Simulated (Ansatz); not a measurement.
# Phonons of LuSb (Fm-3m) against volume, part 2 of 2

Wanted: mode Grüneisen parameters of LuSb (Fm-3m).

Ansatz 0.2.0; DFT PBEsol, scalar-relativistic, plane waves, PAW; PAW set soft_1.

So far, highest frequency on the path or at a solved wavevector (cm⁻¹): step 2 (response at finite wavevector) 158.

## 4. Phonons at the other volume, volume ratio 0.97

The phonons are repeated at this volume on the same k and q meshes.

Input file input.yaml:

```yaml
crystal:
  lattice:
    - [0.0, 2.9681887786, 2.9681887786]
    - [2.9681887786, 0.0, 2.9681887786]
    - [2.9681887786, 2.9681887786, 0.0]
  atoms:
    - { symbol: Lu, position: [0.0, 0.0, 0.0] }
    - { symbol: Sb, position: [0.5, 0.5, 0.5] }
kpoints:
  mp_grid: { grid: [12, 12, 12] }
hamiltonian:
  xc: pbesol
  pseudopotentials: { kind: paw, azcp: { folder: soft_1 }, xc_functional: pbe }
scf:
  occupations: { method: methfessel_paxton, width: 0.2 }
output:
  eigenvalues: true
phonons:
  method: dfpt
  qmesh: [4, 4, 4]
  temperatures: { t_max: 1000, t_step: 50 }
  qpath:
    path:
      - [[0.0, 0.0, 0.0], [0.5, 0.0, 0.5], [0.625, 0.25, 0.625]]
      - [[0.375, 0.375, 0.75], [0.0, 0.0, 0.0], [0.5, 0.5, 0.5], [0.5, 0.25, 0.75], [0.5, 0.0, 0.5]]
    npoints: 10
```

Launch:

```sh
$ ansatz run input.yaml --threads 4 --pin off --max-ram 10240MiB --backend cpu --events-out ev --progress --plain --runs-dir out
```

Numbers of over 12 decimals in the logs are rounded to 6 here.

What it wrote:

```text
[...]
Crystal: 2 atoms, lattice volume = 52.300 Å³
Basis set: ecut = 420 eV, 965 PW (Γ), exchange–correlation on 60×60×60 points (8 copies of the dense FFT grid, shifted against one another)
Bands: 24, of which v1, the nominal top of the filled ones, is band 20 counted from 1 (19 counted from 0)
Symmetry: 48 space group operations
k-points: 72 of 1728
[...]
SCF iter   1: F=—  HF=-21022.849410 eV  |F-HF|=—  |Δ(HF+E_count)|=         —  Δρ=4.99e-2  dr2=1.63e0  ethr=3.10e-3  ⟨swp⟩=5.6  Hψ=8274  notcnv=0
[...]
SCF iter  13: F=-21022.309303 eV  HF=-21022.309303 eV  |F-HF|=7.28e-12  |Δ(HF+E_count)|=  1.82e-11  S|Δr|=    0.00e0  Δρ=1.94e-8  dr2=1.58e-13  ethr=1.00e-12  ⟨swp⟩=9.0  Hψ=12608  notcnv=0
SCF 1 converged in 13 iterations: F = -21022.309303 eV  dr2 = 1.58e-13
[...]
SCF iter   7: F=-21022.309303 eV  HF=-21022.309303 eV  |F-HF|=0.00e0  |Δ(HF+E_count)|=    0.00e0  S|Δr|=    0.00e0  Δρ=1.15e-7  dr2=2.98e-12  ethr=1.00e-12  ⟨swp⟩=2.8  Hψ=3645  notcnv=0
SCF 2 converged in 7 iterations: F = -21022.309303 eV  dr2 = 2.98e-12
[...]
NSCF: frozen V_eff on 72 k-points
[...]
SCF converged after 13 iterations
[...]
Free energy (F): -21022.309303 eV
[...]
Internal energy: -21022.309157 eV  (E = F + TS)
E sigma→0 (E₀):  -21022.309267 eV
Entropy (-TS):   -0.000146 eV (-0.073 meV/atom)
Fermi energy:    13.365964 eV
[...]
--- Band table (eV; the first three rows and the last of 72) ---
  k-point 0: bands = [... 16 lower, 8.3414, 14.4346, 14.4346, 14.4346, 14.5983, 14.5983, 14.5983, 15.4456]
  k-point 1: bands = [... 16 lower, 8.3414, 13.3818, 13.7721, 13.7721, 14.8043, 14.8043, 15.0754, 16.1184]
  k-point 2: bands = [... 16 lower, 8.3417, 12.0404, 12.9924, 12.9924, 15.0834, 15.0834, 15.2392, 17.2507]
  k-point 71: bands = [... 16 lower, 8.3471, 10.5484, 10.5484, 10.6452, 15.9774, 16.0716, 16.0716, 17.6968]
[...]
ASR residual: 4.207e-5 → 0.000e0 eV/Å²; symmetrization residual: 2.776e-5 eV/Å²
  ASR residual per site (eV/Å²): 2.31e-5 4.21e-5
  Γ frequencies (cm⁻¹): 0.00 0.00 0.00 155.30 155.30 155.30
--- Phonons (arbitrary-q DFPT): 8 irreducible q on the 4×4×4 mesh ---
[...]
interpolated dispersion: 62 rows × 6 modes
[...]
```

It took 9.5 min on 4 threads of Arm Neoverse V1, shared host; peak memory 5.1 GiB; 37 min of CPU time.

Numbers from this step:

```yaml
sum_rule_residual_before_enforcement: 4.21e-5 eV/Å²
highest_frequency_on_the_path_or_at_a_solved_wavevector: 167.8 cm⁻¹
mean_frequency: 114.1 cm⁻¹
debye_temperature_second_moment: 226 K
logarithmic_mean_frequency: 104.7 cm⁻¹
highest_optical_mode_at_the_zone_centre_no_lo_to_term: 155.3 cm⁻¹
lowest_optical_zone_centre_mode: 155.3 cm⁻¹
lowest_mode_on_the_q_mesh_acoustic_modes_at_gamma_apart: 36.75 cm⁻¹
zero_point_energy_per_atom: 21.21 meV
heat_capacity_at_300_k: 24.25 J/(mol atoms K)
vibrational_entropy_at_300_k: 42.48 J/(mol atoms K)
```

Frequencies (cm⁻¹) solved at each irreducible wavevector; negative means imaginary. Frequencies by wavevector, by row:

| q in reciprocal lattice units | star | mode 1 | mode 2 | mode 3 | mode 4 | mode 5 | mode 6 |
| --- | --- | --- | --- | --- | --- | --- | --- |
| 0 0 0 | 1 | 0 | 0 | 0 | 155.3 | 155.3 | 155.3 |
| 0 0 0.25 | 8 | 60.6 | 60.6 | 79.7 | 146.7 | 146.7 | 163.5 |
| 0 0 -0.5 | 4 | 95.5 | 95.5 | 130.8 | 130.8 | 133.1 | 149.5 |
| 0 0.25 0.25 | 6 | 36.8 | 36.8 | 104.7 | 140.5 | 157.9 | 157.9 |
| 0 0.25 -0.5 | 24 | 73.2 | 77.3 | 88.6 | 146.1 | 155 | 160.3 |
| 0 0.25 -0.25 | 12 | 47.5 | 95.4 | 119.6 | 132.8 | 145.7 | 163 |
| 0 -0.5 -0.5 | 3 | 50 | 50 | 51.3 | 152.7 | 152.7 | 167.8 |
| 0.25 -0.5 -0.25 | 6 | 53.3 | 53.3 | 110.9 | 141.1 | 164.5 | 164.5 |

The highest optical mode at the zone centre (no LO-TO term) is 155.3 cm⁻¹, +9.2 cm⁻¹ against the base run.

## 5. Relaxing at another volume, volume ratio 1.03

The volume is scaled by 1.03 and held; symmetry leaves nothing to relax, so this is a single point. The modes can then be followed against volume.

input.yaml, the sections that differ from step 4:

```yaml
crystal:
  lattice:
    - [0.0, 3.0281683482, 3.0281683482]
    - [3.0281683482, 0.0, 3.0281683482]
    - [3.0281683482, 3.0281683482, 0.0]
  atoms:
    - { symbol: Lu, position: [0.0, 0.0, 0.0] }
    - { symbol: Sb, position: [0.5, 0.5, 0.5] }
output:
  forces: true
  stress: true
  eigenvalues: true
# kpoints, hamiltonian, scf: as in step 4
# phonons: removed
```

What it wrote:

```text
[...]
Crystal: 2 atoms, lattice volume = 55.535 Å³
Basis set: ecut = 420 eV, 1067 PW (Γ), exchange–correlation on 60×60×60 points (8 copies of the dense FFT grid, shifted against one another)
Bands: 24, of which v1, the nominal top of the filled ones, is band 20 counted from 1 (19 counted from 0)
Symmetry: 48 space group operations
[...]
k-points: 72 of 1728
[...]
--- Band table (eV; the first three rows and the last of 72) ---
  k-point 0: bands = [... 16 lower, 7.2240, 13.3505, 13.3505, 13.3505, 13.6873, 13.6873, 13.6873, 14.4409]
  k-point 1: bands = [... 16 lower, 7.2241, 12.3874, 12.7795, 12.7795, 13.8672, 13.8672, 14.0643, 15.0345]
  k-point 2: bands = [... 16 lower, 7.2243, 11.0904, 12.0576, 12.0576, 14.1335, 14.1335, 14.2060, 16.0810]
  k-point 71: bands = [... 16 lower, 7.2314, 9.7211, 9.7211, 9.7858, 14.8296, 15.0403, 15.0404, 16.5458]
[key lines of the parts left out:]
SCF converged after 10 iterations
Free energy (F): -21022.310331 eV
Fermi energy:    12.460577 eV
P = ⅓ Tr σ = -1.8867 GPa (-18.867 kbar)
```

Wall time 2 s (4 threads); peak memory 0.41 GiB; 7 s of CPU time.

Numbers from this step:

- pressure: -1.887 GPa
- volume per atom: 27.77 Å³

The run ends at a pressure of -1.89 GPa.

## 6. Phonons at the other volume, volume ratio 1.03

The phonons are repeated at this volume on the same k and q meshes.

Edit input.yaml of step 5 so:

```diff
@@ -16,4 +16,11 @@
 output:
-  forces: true
-  stress: true
   eigenvalues: true
+phonons:
+  method: dfpt
+  qmesh: [4, 4, 4]
+  temperatures: { t_max: 1000, t_step: 50 }
+  qpath:
+    path:
+      - [[0.0, 0.0, 0.0], [0.5, 0.0, 0.5], [0.625, 0.25, 0.625]]
+      - [[0.375, 0.375, 0.75], [0.0, 0.0, 0.0], [0.5, 0.5, 0.5], [0.5, 0.25, 0.75], [0.5, 0.0, 0.5]]
+    npoints: 10
```

What it wrote:

```text
[...]
Crystal: 2 atoms, lattice volume = 55.535 Å³
Basis set: ecut = 420 eV, 1067 PW (Γ), exchange–correlation on 60×60×60 points (8 copies of the dense FFT grid, shifted against one another)
Bands: 24, of which v1, the nominal top of the filled ones, is band 20 counted from 1 (19 counted from 0)
Symmetry: 48 space group operations
k-points: 72 of 1728
[...]
k-point 71: bands = [... 16 lower, 7.2314, 9.7211, 9.7211, 9.7858, 14.8296, 15.0404, 15.0404, 16.5458]
[...]
ASR residual: 5.123e-5 → 0.000e0 eV/Å²; symmetrization residual: 2.649e-5 eV/Å²
  ASR residual per site (eV/Å²): 3.85e-5 5.12e-5
  Γ frequencies (cm⁻¹): 0.00 0.00 0.00 137.22 137.22 137.22
--- Phonons (arbitrary-q DFPT): 8 irreducible q on the 4×4×4 mesh ---
[...]
interpolated dispersion: 62 rows × 6 modes
[...]
[key lines of the parts left out:]
SCF converged after 13 iterations
Free energy (F): -21022.310331 eV
Fermi energy:    12.460590 eV
```

The job ended after 10 min (4 threads; peak memory 5.4 GiB).

Numbers from this step:

* sum-rule residual before enforcement: 5.12e-5 eV/Å²
* highest frequency on the path or at a solved wavevector: 153.3 cm⁻¹
* mean frequency: 103.8 cm⁻¹
* Debye temperature (second moment): 204 K
* logarithmic mean frequency: 96.1 cm⁻¹
* highest optical mode at the zone centre (no LO-TO term): 137.2 cm⁻¹
* lowest optical zone-centre mode: 137.2 cm⁻¹
* lowest mode on the q mesh (acoustic modes at Γ apart): 36.88 cm⁻¹
* zero-point energy per atom: 19.3 meV
* heat capacity at 300 K: 24.37 J/(mol atoms K)
* vibrational entropy at 300 K: 44.56 J/(mol atoms K)

Frequencies (cm⁻¹) solved at each irreducible wavevector; negative means imaginary. Frequencies by wavevector, by row:

| q in reciprocal lattice units | star | mode 1 | mode 2 | mode 3 | mode 4 | mode 5 | mode 6 |
| --- | --- | --- | --- | --- | --- | --- | --- |
| 0 0 0 | 1 | 0 | 0 | 0 | 137.2 | 137.2 | 137.2 |
| 0 0 0.25 | 8 | 54 | 54 | 74.6 | 131 | 131 | 152.4 |
| 0 0 -0.5 | 4 | 83.5 | 83.5 | 118.5 | 118.5 | 124.2 | 139 |
| 0 0.25 0.25 | 6 | 36.9 | 36.9 | 92.8 | 131.2 | 140.1 | 140.1 |
| 0 0.25 -0.5 | 24 | 66.9 | 71.6 | 84.5 | 130.2 | 138.5 | 145.3 |
| 0 0.25 -0.25 | 12 | 48.2 | 82.9 | 109.2 | 120.8 | 135.4 | 145 |
| 0 -0.5 -0.5 | 3 | 48.9 | 48.9 | 53.5 | 134.6 | 134.6 | 149.5 |
| 0.25 -0.5 -0.25 | 6 | 53.6 | 53.6 | 99.3 | 129.4 | 146.3 | 146.3 |

The highest optical mode at the zone centre (no LO-TO term) is 137.2 cm⁻¹, -8.8 cm⁻¹ against the base run.

## 7. Grüneisen parameters

The Grüneisen parameter of a mode is minus the logarithmic change of its frequency with volume, −d ln ω / d ln V; weighted by heat capacity it gives the expansion.

Numbers from this step:

```
bulk modulus : 67.9 GPa
```

The phonon branches at the labelled points (cm⁻¹):

| point | branch 1 | branch 2 | branch 3 | branch 4 | branch 5 | branch 6 |
| --- | --- | --- | --- | --- | --- | --- |
| Γ | 0 | 0 | 0 | 146 | 146 | 146 |
| halfway | 37 | 37 | 99 | 136 | 149 | 149 |
| X | 49 | 49 | 53 | 144 | 144 | 158 |
| halfway | 53 | 57 | 61 | 142 | 147 | 158 |
| U | 53 | 73 | 84 | 137 | 151 | 157 |
| jump to K | 53 | 73 | 84 | 137 | 151 | 157 |
| halfway | 42 | 75 | 95 | 132 | 148 | 151 |
| Γ | 0 | 0 | 0 | 146 | 146 | 146 |
| halfway | 57 | 57 | 77 | 139 | 139 | 158 |
| L | 89 | 89 | 124 | 124 | 128 | 144 |
| halfway | 74 | 78 | 107 | 130 | 147 | 151 |
| W | 54 | 54 | 105 | 135 | 155 | 155 |
| halfway | 51 | 54 | 78 | 142 | 148 | 158 |
| X | 49 | 49 | 53 | 144 | 144 | 158 |

The same for volume x 0.97:

| point | branch 1 | branch 2 | branch 3 | branch 4 | branch 5 | branch 6 |
| --- | --- | --- | --- | --- | --- | --- |
| Γ | 0 | 0 | 0 | 155 | 155 | 155 |
| X | 50 | 50 | 51 | 153 | 153 | 168 |
| U | 53 | 77 | 87 | 145 | 159 | 166 |
| K | 53 | 77 | 87 | 145 | 159 | 166 |
| Γ | 0 | 0 | 0 | 155 | 155 | 155 |
| L | 96 | 96 | 131 | 131 | 133 | 150 |
| W | 53 | 53 | 111 | 141 | 164 | 164 |
| X | 50 | 50 | 51 | 153 | 153 | 168 |

The same for volume x 1.03:

| point | branch 1 | branch 2 | branch 3 | branch 4 | branch 5 | branch 6 |
| --- | --- | --- | --- | --- | --- | --- |
| Γ | 0 | 0 | 0 | 137 | 137 | 137 |
| X | 49 | 49 | 54 | 135 | 135 | 150 |
| U | 54 | 70 | 82 | 129 | 143 | 148 |
| K | 54 | 70 | 82 | 129 | 143 | 148 |
| Γ | 0 | 0 | 0 | 137 | 137 | 137 |
| L | 84 | 84 | 118 | 118 | 124 | 139 |
| W | 54 | 54 | 99 | 129 | 146 | 146 |
| X | 49 | 49 | 54 | 135 | 135 | 150 |

The first set of phonon branches as a text plot (rows in cm⁻¹):

```
    164 |
    157 |           ***********            ****          ********
    150 |  *********   *****   *******  ***    **   *****   ***
    143 |****    ********   ****    ********     *** **      ****
    136 |    ****        **      ***        **     **   *****
    129 |                  ******             ** ** ****
    122 |                                       ****
    115 |                    **                *   **
    108 |                   *  *                     ******
    101 |      **          *                  *            *
     94 |                       *                           *
     87 |    **  *        * ****             *  *****        *
     80 |                * *     *          *  *    ***
     73 |         **      *     *             *       **
     66 |   *           **       *         * *         **     *
     59 |           *  *          **        *           *
     52 |            ********     **      *              ********
     45 |  *     ****        ***    *      *
     38 |      **               **        *
     31 |    **                   ***    *
     24 | * *                       **   *
     17 |  *                         *  *
     10 | *                          *  *
      3 |*                            **
         Γ           X  U|K            Γ         L        W     X
```

Mode Grueneisen parameter -dln(w)/dln(V), modes matched by rank; at Γ the acoustic branches take the value of a neighbouring point of the path. The mode Grüneisen parameters at the labelled points ():

| point | branch 1 | branch 2 | branch 3 | branch 4 | branch 5 | branch 6 |
| --- | --- | --- | --- | --- | --- | --- |
| Γ | -0.33 | -0.33 | 1.91 | 2.06 | 2.06 | 2.06 |
| halfway | -0.09 | -0.09 | 2.01 | 1.14 | 1.99 | 1.99 |
| X | 0.37 | 0.37 | -0.70 | 2.10 | 2.10 | 1.92 |
| halfway | -0.53 | 0.88 | 0.66 | 2.04 | 1.96 | 1.93 |
| U | -0.25 | 1.48 | 1.03 | 1.92 | 1.72 | 1.95 |
| jump to K | -0.25 | 1.48 | 1.03 | 1.92 | 1.72 | 1.95 |
| halfway | -0.40 | 2.36 | 1.52 | 1.75 | 1.17 | 1.87 |
| Γ | -0.31 | 2.12 | 1.28 | 2.06 | 2.06 | 2.06 |
| halfway | 1.92 | 1.92 | 1.10 | 1.89 | 1.89 | 1.17 |
| L | 2.24 | 2.24 | 1.65 | 1.65 | 1.15 | 1.21 |
| halfway | 1.34 | 1.39 | 1.51 | 1.60 | 1.85 | 1.61 |
| W | -0.09 | -0.09 | 1.84 | 1.44 | 1.95 | 1.95 |
| halfway | 0.07 | -0.41 | 1.35 | 1.84 | 2.01 | 1.93 |
| X | 0.37 | 0.37 | -0.70 | 2.10 | 2.10 | 1.92 |

The mode Grüneisen parameters as a text plot (rows in , shown from -0.6 to 2.3 only):

```
   2.20 |                         **            ****
   2.08 |** *** ********    *       ******    **   *          ***
   1.96 |*******    ************  ****  * ****      *   *********
   1.84 |         **    *  *    **       * ****     ********
   1.72 |  *     *       ****   **  *   ***    **   ** **    *
   1.60 |       *          * ***          *      *******    *
   1.48 |   *             * *** **                   ** **** *
   1.37 |       *        *  *     ***      *      * ***
   1.25 |    **            * **      ***      *******
   1.13 |      * *      *      **           ** ***            *
   1.01 |                **               **  *        *
   0.89 |              *                **
   0.77 |               *
   0.66 |              *                                *      *
   0.54 |         **  *
   0.42 |            *                                          *
   0.30 |         ***                                          **
   0.18 |             *                                       *
   0.06 |       **                                       *   *
  -0.05 |    ***                                         ****
  -0.17 |   *       *      **                              *
  -0.29 |***             **  ***     ***                    **
  -0.41 |             * *       *****
  -0.53 |              *                                      * *
         Γ           X  U|K            Γ         L        W     X
```

(dS/dlnV)/C_V. Table of thermodynamic Grueneisen parameter by temperature:

| temperature (K) | thermodynamic Grueneisen parameter |
| --- | --- |
| 50 | 1.24 |
| 100 | 1.38 |
| 150 | 1.41 |
| 200 | 1.42 |
| 250 | 1.42 |
| 300 | 1.43 |
| 350 | 1.43 |
| 400 | 1.43 |
| 450 | 1.43 |
| 500 | 1.43 |
| 550 | 1.43 |
| 600 | 1.43 |
| 650 | 1.43 |
| 700 | 1.43 |
| 750 | 1.43 |
| 800 | 1.43 |
| 850 | 1.43 |
| 900 | 1.43 |
| 950 | 1.43 |
| 1000 | 1.43 |

Gamma C_V/(B V) at the static volume. Table of volume expansion by temperature:

| temperature (K) | volume expansion (1e-6/K) |
| --- | --- |
| 50 | 13.7 |
| 100 | 25.2 |
| 150 | 28.8 |
| 200 | 30.3 |
| 250 | 31.0 |
| 300 | 31.4 |
| 350 | 31.7 |
| 400 | 31.8 |
| 450 | 31.9 |
| 500 | 32.0 |
| 550 | 32.1 |
| 600 | 32.1 |
| 650 | 32.1 |
| 700 | 32.2 |
| 750 | 32.2 |
| 800 | 32.2 |
| 850 | 32.2 |
| 900 | 32.3 |
| 950 | 32.3 |
| 1000 | 32.3 |

## 8. Results

```yaml
bulk_modulus: 67.9 GPa
thermodynamic_grueneisen_parameter_at_300_k: 1.425
volume_expansion_at_300_k_estimated: 31.42 × 10⁻⁶ K⁻¹
```

**Reading.** By this estimate the volume grows by 31.4 × 10⁻⁶ per kelvin at 300 K. The highest optical mode at Γ goes from 155 to 137 cm⁻¹ as the cell grows, a Grüneisen parameter of 2.06. Mode parameters on the path run from -0.7 to 2.4, with a median of 1.7. Modes with negative values stiffen as the cell grows and pull against the expansion. Branches are matched by rank, so values near crossings are rough. The expansion is the Grüneisen estimate at the static volume, with the static bulk modulus. With no gap, or one that is small against the smearing, the frequencies hang on the k mesh and the smearing, most of all near Kohn anomalies. Spin-orbit coupling is left out, which can matter for the heavy elements here. The PAW files were made for PBE and serve the other functionals too.

[Logs are printed without paths, hosts, clocks, repeated set-up lines and the standing remarks that a program may print on its own settings, such as how far it seeks lower states.]

[Hosts, paths, dates, database ids (printed as entryN), source tags and the programs' standing remarks are cut or masked in the printed files.]
